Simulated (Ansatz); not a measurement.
# WS2 (Tungstenite): converging the G0W0 gap

Aim: see how the G0W0 gap of WS2 (Tungstenite) on PBE moves with empty bands and screening cutoff, and what each rung costs.

Method: G0W0 on PBE, plane waves, PAW, in Ansatz 0.2.0.

The database entry behind the starting cell differs from later determinations by our own check (an axis about 1.4 % long against later determinations), so it need not match the best structure at ambient conditions.

## 1. The structure

The structure is hexagonal, space group P6_3/mmc (No. 194). The conventional cell has a = 3.180 Å, b = 3.180 Å, c = 12.500 Å, α = 90.00°, β = 90.00°, γ = 120.00°. Nearest to W lie 6 S at 2.41 Å. Nearest to S lie 3 W at 2.41 Å. Farther neighbours and most contacts between anions are not listed.

The cell and positions come from the Crystallography Open Database and are kept as given unless a step says otherwise. Spin-orbit coupling is left out unless a step names it. The default PAW set here is soft_2. Its files were made with PBE.

## 2. 248 empty bands, screening to 100 eV

G0W0 replaces the xc potential by the self-energy, built once from these orbitals. Only a window of levels is corrected, while the sums run over the empty bands that the input names.

The input, input.yaml:

```yaml
crystal:
  lattice:
    - [3.18, 0.0, 0.0]
    - [-1.59, 2.753960784, 0.0]
    - [0.0, 0.0, 12.5]
  atoms:
    - { symbol: W, position: [0.3333333333, 0.6666666667, 0.25] }
    - { symbol: W, position: [0.6666666667, 0.3333333333, 0.75] }
    - { symbol: S, position: [0.3333333333, 0.6666666667, 0.625] }
    - { symbol: S, position: [0.6666666667, 0.3333333333, 0.125] }
    - { symbol: S, position: [0.3333333333, 0.6666666667, 0.875] }
    - { symbol: S, position: [0.6666666667, 0.3333333333, 0.375] }
kpoints:
  mp_grid: { grid: [6, 6, 2] }
hamiltonian:
  xc: pbe
scf:
  occupations: { method: fixed }
gw:
  n_empty_bands: 248
  ecut_chi: 100.0
  qp_bands: [v2, c2]
  qp_kpoints: band_edges
  screening: { model: contour_deformation }
```

The run is started by

```
$ ansatz run input.yaml --threads 3 --pin off --max-ram 64512MiB --backend cuda --events-out ev --progress --plain --runs-dir out --devices 1 --max-vram 24GiB  # rebuilt from the run's record
```

Numbers of over 12 decimals in the logs are rounded to 6 here.

What it wrote:

```text
GPUs: using 1 of 1 available (devices: 1).
Engine: ansatz 0.2.0, x86_64-unknown-linux-gnu
Pseudopotentials: kind: paw
Pseudopotential: W, paw, valence charge 14, recommended cutoff 420 eV (normal), W.paw.azcp
Pseudopotential: S, paw, valence charge 6, recommended cutoff 420 eV (normal), S.paw.azcp
Functional definition: PBE
  parameter kappa = 0.804
  parameter beta = 0.066725
  exchange = pbe_x(kappa = kappa, mu = beta*pi^2/3)
  correlation = pbe_c(beta = beta)
device memory: the entry about to start is reckoned to put 1.1 GiB on a device that reports 66.7 GiB free (of which the cap on the GPU budget leaves the run 24.0 GiB)
GPU FFT provider: cuFFT
GPU libraries: cuBLAS 13.8.2, cuFFT 12.4.0, cuSOLVER 12.3.4
Crystal: 6 atoms, lattice volume = 109.470 Å³
Basis set: ecut = 420 eV, 2129 PW (Γ)
Bands: 32, of which v1, the nominal top of the filled ones, is band 26 counted from 1 (25 counted from 0)
Symmetry: 24 space group operations
Space group: P63/mmc (ITA 194), of the structure as read, at distance tolerance 4.8e-5 Å
k-points: 14 of 72
Non-local potential: W, projectors of the file, l = 0: 3, l = 1: 2, l = 2: 2, l = 3: 1
Non-local potential: S, projectors of the file, l = 0: 2, l = 1: 2, l = 2: 2
PAW form: soft (Blöchl's): semilocal exchange-correlation on the pseudo side does not see the compensation charge
PAW one-centre angular grid: W, 590 points (default); XC on 64 Gauss nodes
PAW one-centre angular grid: S, 110 points (default); XC on 64 Gauss nodes
Initial density: superposition of atomic densities (neutral atoms: chi_scale 0, normalization atom), corrected by the library's trained network
Initial wavefunctions: pseudopotential atomic-orbital guess
GPU buffer pool allocated for 51840 grid points (all kernels)
GPU transforms: local potential and band sums: pruned to the plane-wave sphere, on 24×24×90
Functional: x = pbe(κ = 0.804, μ = 0.219515), c = pbe(β = 0.066725)
SCF iter   1: F=—  HF=-24382.787099 eV  |F-HF|=—  |Δ(HF+E_count)|=         —  Δρ=5.12e-3  dr2=1.66e-2  ethr=1.77e-3  ⟨swp⟩=5.0  Hψ=1822  notcnv=0  defer=33
preconditioner: auto → Resta (q_TF=auto, 2.410 Å⁻¹)  ε∞=7.5  [insulator: Δε(μ)=1.041 eV  Ē_g=8.375 eV  n_scr=26 (ndim 8)  ℏωp=21.3 eV  f_vac=0.025  ε∞_Penn≈7.5]
SCF iter   2: F=—  HF=-24382.791492 eV  |F-HF|=—  |Δ(HF+E_count)|=   4.39e-3  Δρ=2.73e-3  dr2=2.14e-3  ethr=3.19e-5  ⟨swp⟩=2.1  Hψ=754  notcnv=0  defer=54
SCF iter   3: F=—  HF=-24382.795206 eV  |F-HF|=—  |Δ(HF+E_count)|=   3.71e-3  Δρ=1.19e-3  dr2=4.51e-4  ethr=4.11e-6  ⟨swp⟩=2.1  Hψ=674  notcnv=0  defer=54
SCF iter   4: F=—  HF=-24382.796136 eV  |F-HF|=—  |Δ(HF+E_count)|=   9.30e-4  Δρ=6.56e-5  dr2=5.11e-6  ethr=8.68e-7  ⟨swp⟩=2.0  Hψ=711  notcnv=0  defer=54
SCF iter   5: F=—  HF=-24382.796141 eV  |F-HF|=—  |Δ(HF+E_count)|=   4.87e-6  Δρ=1.33e-5  dr2=1.99e-7  ethr=9.83e-9  ⟨swp⟩=2.0  Hψ=748  notcnv=0  defer=8
SCF iter   6: F=-24382.796141 eV  HF=-24382.796141 eV  |F-HF|=1.17e-8  |Δ(HF+E_count)|=   6.12e-8  Δρ=4.36e-6  dr2=2.76e-8  ethr=1.92e-10  ⟨swp⟩=5.3  Hψ=1391  notcnv=0
SCF 1 converged in 6 iterations: F = -24382.796141 eV  dr2 = 2.76e-8
  greatest PAW one-centre occupation: 1.000 electrons in one spin orbital (limit 2), on the W atom at site 1 (counted from 0), in its partial waves of l = 0
device memory: the entry about to start is reckoned to put 1.2 GiB (of the 1.3 GiB reckoned in all, the device holds 0.1 GiB already) on a device that reports 66.2 GiB free (of which the cap on the GPU budget leaves the run 23.9 GiB)
NSCF: frozen V_eff on 14 k-points, pencils in batches of 32, up to order 128
the band table was solved once the SCF had ended and its energy, with any forces and stress, was formed, with the checks that follow a solve (1825 applications of the Hamiltonian). They found nothing against the state; the energy, forces and stress were not computed again (output.eigenvalues in the input reference)
device memory: the entry about to start is reckoned to put 4.2 GiB on a device that reports 65.5 GiB free (of which the cap on the GPU budget leaves the run 24.0 GiB)
NSCF: frozen V_eff on 14 k-points
G₀W₀ screening: q 1/14
[... further progress lines ...]
SCF converged after 6 iterations
Free energy (F): -24382.796141 eV
Harris-Foulkes:  -24382.796141 eV  (|F-HF|=1.17e-8)
Internal energy: -24382.796141 eV  (E = F + TS)
E sigma→0 (E₀):  -24382.796141 eV
Fermi energy:    11.265030 eV
--- Per-component energies (eV) ---
  E_band       = -395.988630
  E_kinetic    = 1332.635153
  E_local      = -3640.499129  (includes V_loc(G=0)·N_el)
  E_nonlocal   = 114.712486
  E_hartree    = 1448.762133
  E_xc         = -924.384668
  E_vxc        = -830.176343  (∫ρ·V_xc dr)
  E_paw        = -19526.258880  (= ΣΔE_a)
  E_vpaw       = -270.187352  (= ΣTr[D̂ρ^β])
  E_aug_tail   = -0.000119  (compensation charges beyond the density's cutoff)
  E_ewald      = -3187.763116
  E_smearing   = -0.000000  (= −TS)
  E_closure    = 0.000000  (closes the sum)
  Σ components = -24382.796141   (vs F -24382.796141, Δ=0.00e0)
--- Band table (eV; the first three rows and the last of 14) ---
  k-point 0: bands = [... 22 lower, 8.9990, 9.6943, 10.1732, 11.2650, 13.5108, 13.5108, 13.5186, 13.5186, ... 2 higher]
  k-point 1: bands = [... 22 lower, 8.9778, 8.9778, 10.9613, 10.9613, 13.5077, 13.5077, 13.5077, 13.5077, ... 2 higher]
  k-point 2: bands = [... 22 lower, 8.9492, 9.7774, 10.0915, 10.4572, 12.8394, 13.2618, 13.3693, 13.4536, ... 2 higher]
  k-point 13: bands = [... 22 lower, 8.2312, 8.2312, 10.6075, 10.6075, 12.4366, 12.4366, 13.9183, 13.9183, ... 2 higher]
--- G₀W₀: contour deformation, 7 samples at zero and on the imaginary axis and 1 off it, 72 q-points, 248 empty bands' worth ---
  eigenvalues of the whole cell's RPA ε∞ on this k-mesh (on a slab, of 1 + 4πα/V) = 5.4140, 14.1391, 14.1391; static W/v taken at q = 0 is 0.071888
  gw.qp_kpoints: band_edges: 10 of 14 stored k-points solved, in 1 pass; an edge of the gap read off the rows below is read off those points alone
    valence top: of the k-points left out ik 6 came nearest to being solved in a further pass, in band 26 (counted from 1, as in the quasiparticle table): it holds the edge there only if its correction is more favourable than any solved in that band by at least 1.505 eV; those differ by 0.083 eV
    conduction bottom: of the k-points left out ik 4 came nearest to being solved in a further pass, in band 27 (counted from 1, as in the quasiparticle table): it holds the edge there only if its correction is more favourable than any solved in that band by at least 0.638 eV; those differ by 0.178 eV
    ik  band        ε_KS         Σx   Σc(E_QP)       V_xc       Z   E_QP_lin       E_QP  E_QP is
     0    25     10.1732   -18.1777     1.0525   -16.9538  0.7507    10.0014    10.0018  root
     0    26     11.2650   -19.4389     0.6080   -18.7641  0.7551    11.1983    11.1983  root
     0    27     13.5108   -13.7160    -4.1709   -18.3592  0.7563    13.9872    13.9830  root
     0    28     13.5108   -13.7160    -4.1709   -18.3592  0.7563    13.9872    13.9830  root
     1    25     10.9613   -19.1266     0.8473   -18.1682  0.7554    10.8502    10.8503  root
     1    26     10.9613   -19.1266     0.8473   -18.1682  0.7554    10.8502    10.8503  root
     1    27     13.5077   -13.6700    -4.1594   -18.2965  0.7561    13.9787    13.9747  root
     1    28     13.5077   -13.6700    -4.1594   -18.2965  0.7561    13.9787    13.9747  root
     2    25     10.0915   -18.8161     1.1654   -17.5025  0.7495     9.9430     9.9433  root
     2    26     10.4572   -19.1470     1.0004   -18.0356  0.7527    10.3461    10.3463  root
     2    27     12.8394   -13.1925    -3.8514   -17.3746  0.7586    13.1718    13.1701  root
     2    28     13.2618   -14.0692    -3.9142   -18.3794  0.7487    13.6608    13.6577  root
     3    25     10.3907   -19.1675     1.1070   -17.9335  0.7523    10.2635    10.2637  root
     3    26     10.3907   -19.1675     1.1070   -17.9335  0.7523    10.2635    10.2637  root
     3    27     13.1039   -13.5763    -3.9796   -17.9252  0.7556    13.4757    13.4732  root
     3    28     13.1039   -13.5763    -3.9796   -17.9252  0.7556    13.4757    13.4732  root
     8    25      9.7392   -19.4646     1.3782   -17.9520  0.7463     9.6045     9.6048  root
     8    26      9.7747   -19.5100     1.3495   -18.0318  0.7458     9.6456     9.6459  root
     8    27     12.3123   -12.9251    -3.6706   -16.8894  0.7658    12.6072    12.6060  root
     8    28     13.0540   -14.1664    -4.0820   -18.6512  0.7522    13.4599    13.4568  root
     9    25      9.7611   -19.4943     1.3624   -18.0005  0.7462     9.6295     9.6298  root
     9    26      9.7611   -19.4943     1.3624   -18.0005  0.7462     9.6295     9.6298  root
     9    27     12.6634   -13.4760    -3.8469   -17.6688  0.7613    13.0111    13.0093  root
     9    28     12.6634   -13.4760    -3.8469   -17.6688  0.7613    13.0111    13.0093  root
[...]
12    25     10.5317   -18.7023     0.6764   -17.9114  0.7578    10.4171    10.4173  root
    12    26     10.6990   -19.1380     0.6115   -18.4434  0.7577    10.6158    10.6159  root
    12    27     12.4363   -15.7041    -3.7283   -19.8261  0.7566    12.8323    12.8300  root
    12    28     12.4363   -15.7041    -3.7283   -19.8261  0.7566    12.8323    12.8300  root
    13    25     10.6075   -18.8759     0.6409   -18.1348  0.7579    10.5073    10.5074  root
    13    26     10.6075   -18.8759     0.6409   -18.1348  0.7579    10.5073    10.5074  root
    13    27     12.4366   -15.7105    -3.7283   -19.8326  0.7566    12.8327    12.8304  root
    13    28     12.4366   -15.7105    -3.7283   -19.8326  0.7566    12.8327    12.8304  root
```

It took 10 s on 1 × NVIDIA H100 80GB HBM3 (shared by 3 runs) with 3 threads of AMD EPYC 7R13 (Zen 3), shared host; peak memory 1.4 GiB; 16 s of CPU time.

In the SCF lines HF is the Harris–Foulkes energy and dr2 the Hartree energy of the density residual, in eV; the loop may stop once dr2 is under the threshold and the program's other checks hold. Hψ counts applications of the Hamiltonian.

Numbers from this step:

```
bands summed                                 : 274
RPA ε∞ on this mesh (eigenvalues)            : 5.414, 14.14, 14.14
plane waves in the screening matrix          : 267
q-points in the mesh                         : 72
G0W0 gap on the mesh                         : 1.408 eV
k of the valence top                         : 0, 0, 0
k of the conduction bottom                   : 0.1667, 0.1667, 0
starting gap on the mesh                     : 1.047 eV
Z at the valence top                         : 0.7551
Z at the conduction bottom                   : 0.7658
least direct G0W0 gap on the computed points : 2.214 eV
```

The gap on the mesh goes from 1.05 eV to 1.41 eV, a correction of +0.36 eV. Between the two edge states, bare exchange in place of the xc potential would open the gap by 4.64 eV, and correlation takes back 4.28 eV.

## 3. 703 empty bands, screening to 200 eV

Another rung: the empty bands reach about as high as the screening cutoff, so the two stay in balance.

Changes to input.yaml since step 2:

```diff
@@ -19,4 +19,4 @@
 gw:
-  n_empty_bands: 248
-  ecut_chi: 100.0
+  n_empty_bands: 703
+  ecut_chi: 200.0
   qp_bands: [v2, c2]
```

What it wrote:

```text
GPUs: using 1 of 1 available (devices: 1).
[...]
GPU FFT provider: cuFFT
GPU libraries: cuBLAS 13.8.2, cuFFT 12.4.0, cuSOLVER 12.3.4
Crystal: 6 atoms, lattice volume = 109.470 Å³
Basis set: ecut = 420 eV, 2129 PW (Γ)
Bands: 32, of which v1, the nominal top of the filled ones, is band 26 counted from 1 (25 counted from 0)
[... 1 set-up line as in the run before ...]
[...]
k-points: 14 of 72
[...]
GPU buffer pool allocated for 51840 grid points (all kernels)
[...]
SCF iter   1: F=—  HF=-24382.787099 eV  |F-HF|=—  |Δ(HF+E_count)|=         —  Δρ=5.12e-3  dr2=1.66e-2  ethr=1.77e-3  ⟨swp⟩=5.0  Hψ=1822  notcnv=0  defer=33
[...]
SCF iter   6: F=-24382.796141 eV  HF=-24382.796141 eV  |F-HF|=1.17e-8  |Δ(HF+E_count)|=   6.12e-8  Δρ=4.36e-6  dr2=2.76e-8  ethr=1.92e-10  ⟨swp⟩=5.3  Hψ=1391  notcnv=0
SCF 1 converged in 6 iterations: F = -24382.796141 eV  dr2 = 2.76e-8
[...]
NSCF: frozen V_eff on 14 k-points, pencils in batches of 32, up to order 128
[...]
NSCF: frozen V_eff on 14 k-points
G₀W₀ screening: q 1/14
[... further progress lines ...]
SCF converged after 6 iterations
Free energy (F): -24382.796141 eV
[...]
Internal energy: -24382.796141 eV  (E = F + TS)
E sigma→0 (E₀):  -24382.796141 eV
Fermi energy:    11.265030 eV
[...]
--- Band table (eV; the first three rows and the last of 14) ---
  k-point 0: bands = [... 22 lower, 8.9990, 9.6943, 10.1732, 11.2650, 13.5108, 13.5108, 13.5186, 13.5186, ... 2 higher]
  k-point 1: bands = [... 22 lower, 8.9778, 8.9778, 10.9613, 10.9613, 13.5077, 13.5077, 13.5077, 13.5077, ... 2 higher]
  k-point 2: bands = [... 22 lower, 8.9492, 9.7774, 10.0915, 10.4572, 12.8394, 13.2618, 13.3693, 13.4536, ... 2 higher]
  k-point 13: bands = [... 22 lower, 8.2312, 8.2312, 10.6075, 10.6075, 12.4366, 12.4366, 13.9183, 13.9183, ... 2 higher]
[...]
bands read: the sum over 729 bands ends inside a degenerate multiplet in 7 slots, whose members it reads at an even weight; the widest, k=1: bands 729 to 730 (counted from 1) at 1/2 each
[...]
0    25     10.1732   -18.1777     0.8097   -16.9538  0.7475     9.7560     9.7590  root
     0    26     11.2650   -19.4389     0.3075   -18.7641  0.7514    10.8964    10.8978  root
     0    27     13.5108   -13.7160    -4.4555   -18.3592  0.7544    13.6990    13.6984  root
     0    28     13.5108   -13.7160    -4.4555   -18.3592  0.7544    13.6990    13.6984  root
     1    25     10.9613   -19.1266     0.5571   -18.1682  0.7519    10.5581    10.5600  root
     1    26     10.9613   -19.1266     0.5571   -18.1682  0.7519    10.5581    10.5600  root
     1    27     13.5077   -13.6700    -4.4440   -18.2965  0.7541    13.6907    13.6901  root
     1    28     13.5077   -13.6700    -4.4440   -18.2965  0.7541    13.6907    13.6901  root
[...]
13    25     10.6075   -18.8759     0.3664   -18.1348  0.7551    10.2311    10.2328  root
    13    26     10.6075   -18.8759     0.3664   -18.1348  0.7551    10.2311    10.2328  root
    13    27     12.4366   -15.7105    -4.0139   -19.8326  0.7522    12.5449    12.5447  root
    13    28     12.4366   -15.7105    -4.0139   -19.8326  0.7522    12.5449    12.5447  root
```

Run time: 40 s. Hardware: 1 × NVIDIA H100 80GB HBM3 (shared by 3 runs) with 3 threads; peak memory 2.6 GiB; 68 s of CPU time.

This step gave:

```
bands summed                                 : 729
RPA ε∞ on this mesh (eigenvalues)            : 5.405, 13.95, 13.95
plane waves in the screening matrix          : 713
q-points in the mesh                         : 72
G0W0 gap on the mesh                         : 1.460 eV
k of the valence top                         : 0, 0, 0
k of the conduction bottom                   : 0.1667, 0.1667, 0
starting gap on the mesh                     : 1.047 eV
Z at the valence top                         : 0.7514
Z at the conduction bottom                   : 0.7630
least direct G0W0 gap on the computed points : 2.212 eV
```

Against the run with 6×6×2 mesh, 248 empty bands, screening to 100 eV, the gap moves by +0.05 eV.

## 4. Changing the frequency model: 6×6×2 mesh, 703 empty bands, screening to 200 eV, plasmon pole

A plasmon pole stands in for the full frequency dependence of the screening; this run shows what that costs in accuracy.

Changes to input.yaml since step 3:

```diff
@@ -23,2 +23,2 @@
   qp_kpoints: band_edges
-  screening: { model: contour_deformation }
+  screening: { model: godby_needs }
```

What it wrote:

```text
GPUs: using 1 of 1 available (devices: 1).
[...]
GPU FFT provider: cuFFT
GPU libraries: cuBLAS 13.8.2, cuFFT 12.4.0, cuSOLVER 12.3.4
Crystal: 6 atoms, lattice volume = 109.470 Å³
Basis set: ecut = 420 eV, 2129 PW (Γ)
Bands: 32, of which v1, the nominal top of the filled ones, is band 26 counted from 1 (25 counted from 0)
[... 1 set-up line as in the run before ...]
[...]
k-points: 14 of 72
[...]
1    28     13.5077   -13.6700    -4.3613   -18.2965  0.7870    13.7731    13.7727  root
[...]
13    25     10.6075   -18.8759     0.3941   -18.1348  0.7859    10.2602    10.2606  root
    13    26     10.6075   -18.8759     0.3941   -18.1348  0.7859    10.2602    10.2606  root
    13    27     12.4366   -15.7105    -3.9219   -19.8326  0.7872    12.6370    12.6368  root
    13    28     12.4366   -15.7105    -3.9219   -19.8326  0.7872    12.6370    12.6368  root
[key lines of the parts left out:]
SCF converged after 6 iterations
Free energy (F): -24382.796141 eV
Fermi energy:    11.265030 eV
```

Wall time 42 s (1 × NVIDIA H100 80GB HBM3 (shared by 3 runs) with 3 threads); peak memory 4.9 GiB.

Numbers from this step:

| Quantity | Value |
| --- | --- |
| bands summed | 729 |
| plasmon-pole fit frequency | 25.59 eV |
| RPA ε∞ on this mesh (eigenvalues) | 5.405, 13.95, 13.95 |
| plane waves in the screening matrix | 713 |
| G0W0 gap on the mesh | 1.467 eV |
| k of the valence top | 0, 0, 0 |
| k of the conduction bottom | 0.1667, 0.1667, 0 |
| starting gap on the mesh | 1.047 eV |
| least direct G0W0 gap on the computed points | 2.270 eV |

Against the run with 6×6×2 mesh, 703 empty bands, screening to 200 eV, the gap moves by +0.007 eV.

## 5. Convergence and cost

Times are wall times on 1 × NVIDIA H100 80GB HBM3 (shared by 3 runs) with 3 threads of AMD EPYC 7R13 (Zen 3), shared host, good to a factor of about two.

| mesh | files | frequency | bands summed | cutoff (eV) | start (eV) | G0W0 (eV) | time | host memory (GiB) |
| --- | --- | --- | --- | --- | --- | --- | --- | --- |
| 6×6×2 | default PAW | contour deformation | 274 | 100 | 1.047 | 1.408 | 10 s | 1.4 |
| 6×6×2 | default PAW | contour deformation | 729 | 200 | 1.047 | 1.460 | 40 s | 2.6 |
| 6×6×2 | default PAW | plasmon pole | 729 | 200 | 1.047 | 1.467 | 42 s | 4.9 |

The parts of the quasiparticle energy at the two band edges (eV; QP = start + Σx + Σc − Vxc):

| run | edge | start | Σx | Σc | Vxc | Z | QP |
| --- | --- | --- | --- | --- | --- | --- | --- |
| 274 bands | valence top | 11.27 | -19.44 | 0.61 | -18.76 | 0.76 | 11.20 |
| 274 bands | conduction bottom | 12.31 | -12.93 | -3.67 | -16.89 | 0.77 | 12.61 |
| 729 bands | valence top | 11.27 | -19.44 | 0.31 | -18.76 | 0.75 | 10.90 |
| 729 bands | conduction bottom | 12.31 | -12.93 | -3.92 | -16.89 | 0.76 | 12.36 |

## 6. Results

* 274 bands, 100 eV: 1.408 eV
* 729 bands, 200 eV: 1.460 eV
* estimated limit in bands and cutoff: 1.49 eV
* mesh and start: 6×6×2, PBE

What this shows: A line in one over the bands through the two rungs gives 1.49 eV, +0.03 eV from the top rung; with two points alone it is an unchecked estimate. The rungs stand 0.08 eV (274 bands) and 0.03 eV (729 bands) from it. From 274 to 729 bands the gap moves by +0.05 eV while the time grows 4.0-fold. Σc changes by −0.30 eV at the valence top and −0.25 eV at the conduction bottom, so the levels themselves move more than the gap between them. The plasmon-pole model gives +0.01 eV against contour deformation, 2 % of the correction (the least direct gap moves by +0.06 eV), and saved no time in this program. The many-body steps are scalar-relativistic: spin-orbit coupling is not in them.

[Paths, hosts, dates, memory and timing lines, banners, echoed tables and standing remarks are left out of the program output.]

[Logs are printed without paths, hosts, clocks, repeated set-up lines and the standing remarks that a program may print on its own settings, such as how far it seeks lower states.]

[Runs of the session that timed out or met a known fault of the program may be left out.]

[Cells called generated may have been cut or substituted from an entry of the Crystallography Open Database or the Materials Project.]

[Hosts, paths, dates, database ids (printed as entryN), source tags and the programs' standing remarks are cut or masked in the printed files.]
